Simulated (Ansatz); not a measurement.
# Compressing and expanding rock-salt TiC, an end member of the NbC–TiC series (64 atoms): runs compared

Aim: relax rock-salt TiC, an end member of the NbC–TiC series (64 atoms), then change its volume to read the bulk modulus from the stress.

Computed with Ansatz 0.2.0: Kohn-Sham DFT, PBE, PAW (set soft_2), plane waves.

## Step 1: The cell as built

The cell holds 64 atoms: 32 Ti and 32 C. Cell: a = 8.656 Å, b = 8.656 Å, c = 8.656 Å, α = 90.0°, β = 90.0°, γ = 90.0°. It derives from TiC. Rock-salt NbC, 2 x 2 x 2 conventional cells, 32 of 32 Nb sites given to Ti at random (x = 1.000), lattice by Vegard's rule (a = 4.328 Å); not relaxed, displaced by a Gaussian of 0.02 Å.

## Step 2: The reference run

The reference is a single point at the end of the relaxation.

Every strained cell starts from the geometry of this run, and its atoms are relaxed with the cell held.

Its input, with most atom lines left out:

```yaml
crystal:
  lattice:
    - [8.66403, -0.00042, 0.00043]
    - [-0.00042, 8.66431, 0.00026]
    - [0.00043, 0.00026, 8.66455]
  atoms:
    - { symbol: Ti, position: [0.00022, 0.00038, 0.9998] }
    - { symbol: C, position: [0.2502, 0.00035, 0.99979] }
    - { symbol: Ti, position: [0.0002, 0.25034, 0.24977] }
    - { symbol: C, position: [0.25026, 0.25037, 0.24978] }
    - { symbol: Ti, position: [0.25022, 0.00036, 0.24978] }
    - { symbol: C, position: [0.00027, 0.00036, 0.24976] }
    - { symbol: Ti, position: [0.25024, 0.25039, 0.99978] }
    [... atom lines 8 to 64 left out ...]
kpoints:
  mp_grid: { grid: [2, 2, 2] }
hamiltonian:
  xc: pbe
scf:
  occupations: { method: fermi_dirac, width: 0.05 }
output:
  forces: true
  stress: true
  populations: true
  dos:
    method: { smearing: { sigma: 0.08 } }
    de: 0.1
    projected: { site_lists: { C: [C], Ti: [Ti] } }
  eigenvalues: true
  write_density: true
  write_potential: true
  volumetric_format: npy
  elf: true
```

```
free energy per atom   : -1376.1468 eV/atom
r.m.s. force component : 0.00243 eV/Å
pressure               : 0.01156 GPa
```

Levels near the Fermi energy are neither full nor empty under the smearing, so no gap is quoted.

## Step 3: The runs

Each row is one run, on 4 threads of Arm Neoverse V1, shared host. The free energy is the program's total, comparable only between runs with the same functional, potentials and atoms.

```tsv
run	atoms	outcome	ionic steps, all passes	free energy (eV)	time	host memory (GiB)
Single point at the start	64	converged	-	-88072.800	31 s	4.6
Cell and atoms relaxed	64	converged	4	-88073.396	2.5 min	4.9
Single point at the relaxed geometry	64	converged	-	-88073.396	85 s	4.6
Volume -3 %	64	converged	2	-88072.913	93 s	4.8
Volume +3 %	64	converged	2	-88072.962	1.7 min	5.0
Volume -6 %	64	converged	2	-88071.362	92 s	4.6
Volume +6 %	64	converged	2	-88071.736	1.7 min	5.1
Volume -10 %	64	converged	2	-88067.333	80 s	4.5
```

In some runs the program notes that the SCF threshold is loose for the stress.

## Step 4: Pressure against volume

Atoms are relaxed at each volume, in the scaled cell.

```tsv
volume change (%)	volume (Å³/atom)	energy change (meV/atom)	pressure (GPa)	largest move on relaxing (Å)	bonds
-10	9.147	94.73	32.59	0.00	192
-6	9.553	31.78	17.56	0.00	192
-3	9.858	7.54	8.13	0.00	192
+0	10.163	0.00	0.01	-	192
+3	10.468	6.77	-6.98	0.00	192
+6	10.773	25.93	-12.98	0.00	192
```

## Step 5: Findings

The bulk modulus, from the slope of pressure against ln V over the three points nearest the relaxed volume, is 252 GPa; a quadratic over all points gives a pressure derivative of about 4.3.

Caveats: Strains are finite and relaxations stop at the force tolerance of the input, which can leave moduli too stiff; they are those of a static cell at zero temperature. Volumes are changed with the cell's shape held, so in an anisotropic solid the modulus lies over the one under free hydrostatic load. The program notes that the SCF threshold of the relaxations is loose for the stress.

The DFT runs together took 12 min of wall time.

[Logs are printed without paths, hosts, clocks, repeated set-up lines and the standing remarks that a program may print on its own settings, such as how far it seeks lower states.]

[Hosts, paths, dates, database ids (printed as entryN), source tags and the programs' standing remarks are cut or masked in the printed files.]
